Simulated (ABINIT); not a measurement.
Entries from a set of simulations; values are calculated unless marked as measured.

CdSe (F-43m): G0W0 with ABINIT, start to end. It takes space group F-43m (No. 216, cubic). The conventional cell has a = 6.050 Å, b = 6.050 Å, c = 6.050 Å, α = 90.00°, β = 90.00°, γ = 90.00°. Nearest to Cd lie 4 Se at 2.62 Å. Nearest to Se lie 4 Cd at 2.62 Å. Farther neighbours, and contacts between anions beyond the nearest, are not listed. The calculation used RPA screening on PBE, plane waves, norm-conserving pseudopotentials (and 2 further levels or steps) in ABINIT 10.8.3, with cutoff 48 Ha, PseudoDojo scalar-relativistic 0.4 stringent, norm-conserving, potential set dojo-sr-pbe-0.4-stringent, ngkpt (4, 4, 4), nband 98, ecuteps 4.4 Ha, inclvkb 2, shiftk (0, 0, 0), symchi 1, awtr 1, frequency ppm, 4×4×4 k-mesh. The PBE gap is 0.64 eV, direct, the G0W0 gap on the mesh is 1.21 eV and the GW settings are 4×4×4 mesh, 98 bands, screening to 119.7 eV, Godby-Needs plasmon pole. The known limits are short of the basis limit; mesh may overstate the screening; no spin-orbit coupling; coarse k mesh. It took 5 runs, 2.7 min in all on 4 MPI ranks of Arm Neoverse V2, shared host. G0W0 moves the gap on the mesh from 0.64 eV to 1.21 eV (+0.57 eV), with Z of 0.80 and 0.82 at the edges. Local fields lower the RPA ε∞ on this mesh from 38.32 to 36.89.  Limits: mesh may overstate the screening; no spin-orbit coupling. The 4×4×4 mesh is coarse for this cell, which bears on the long-range parts of exchange and screening. The RPA ε∞ on this mesh reaches over 25; with a narrow direct gap a coarse mesh can overstate it, and the correction is then too small.

```
Cd Se
1.0
     0.00000    3.02500    3.02500
     3.02500    0.00000    3.02500
     3.02500    3.02500    0.00000
Cd Se
1 1
Direct
  0.00000 0.00000 0.00000
  0.75000 0.75000 0.75000
```

[Long decimals in the printed logs are rounded to 6 places.]

[Logs are printed without paths, hosts, clocks, repeated set-up lines and the standing remarks that a program may print on its own settings, such as how far it seeks lower states.]

[Paths, hosts, dates, memory and timing lines, banners, echoed tables and standing remarks are left out of the program output; an Ansatz launch command may be rebuilt from the run's recorded settings. Measured values are a selection of at most five: reports struck by readers or far from the other reports are left out. None is set beside runs whose start may be inverted or whose files or cutoffs have a known fault.]

[Runs of the session that timed out or met a known fault of the program may be left out.]

[Hosts, paths, dates, database ids (printed as entryN), source tags and the programs' standing remarks are cut or masked in the printed files.]

[G0W0 gaps are taken among the corrected bands and points alone; a level outside them can change the order at an edge.]

[Where Ansatz stands beside ABINIT at settings called matched, ABINIT's density can come from a denser mesh and the files from another edition; pairs whose starting gaps differed by over 0.03 eV were left out, so agreement reads better than it is.]
